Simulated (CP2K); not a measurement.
Consider methoxyacetaldehyde at its PBE geometry (Å).

```xyz
11

C    -1.4990    0.3678    0.0842
O    -0.5305   -0.2884    0.9100
C     0.7968    0.0564    0.5525
C     1.2614   -0.6836   -0.6884
O     2.2508   -0.3764   -1.3262
H    -1.4256    1.4650    0.1861
H    -2.4849    0.0353    0.4270
H    -1.3800    0.1031   -0.9815
H     1.4459   -0.2548    1.3878
H     0.9325    1.1446    0.4124
H     0.6326   -1.5690   -0.9638
```

Method: CP2K XAS_TDP, all-electron GAPW, PBEh(45%), aug-cc-pVDZ, TDA, no relativity.

Question: Where do the C K-edge lines lie, and how strong are they?

Leading lines: C1 284.66 eV, C3 285.36 eV and C4 281.46 eV. The leading line of an atom is its first one with 35 % of the strongest within 2.5 eV of its lowest line over the strength cut. 

The first six lines of each atom with a strength over 0.0015:

```
                       atom  energy (eV)  states  strength, one atom
   C1 (bonded to O and 3 H)       284.66       1              0.0198
                                  285.24       1              0.0190
                                  285.42       1              0.0055
                                  285.93       1              0.0231
                                  286.19       1              0.0176
                                  286.80       1              0.0025
C3 (bonded to C, O and 2 H)       283.85       1              0.0018
                                  285.36       1              0.0295
                                  286.01       1              0.0172
                                  286.23       1              0.0201
                                  287.09       1              0.0052
                                  287.41       1              0.0059
  C4 (bonded to C, O and H)       281.46       1              0.0687
                                  286.80       1              0.0165
                                  287.85       1              0.0025
                                  288.41       1              0.0031
                                  288.63       1              0.0030
                                  288.86       1              0.0025
```

Lines are vertical, at one geometry, with no vibrational structure. Without a correction of the core level, line positions, and the gaps between valence and Rydberg lines, follow the share of exact exchange. At this level such K lines come out 3 to 6 eV under measured ones. These values hold no scalar relativity, about 0.1 eV for C 1s. Rydberg lines, and the discretised continuum above threshold, depend on the basis and the box.

[Banner, clock and machine lines of the logs are left out without a mark of their own.]

[Logs are printed without paths, hosts, clocks, repeated set-up lines and the standing remarks that a program may print on its own settings, such as how far it seeks lower states.]

[Hosts, paths, dates, database ids (printed as entryN), source tags and the programs' standing remarks are cut or masked in the printed files.]
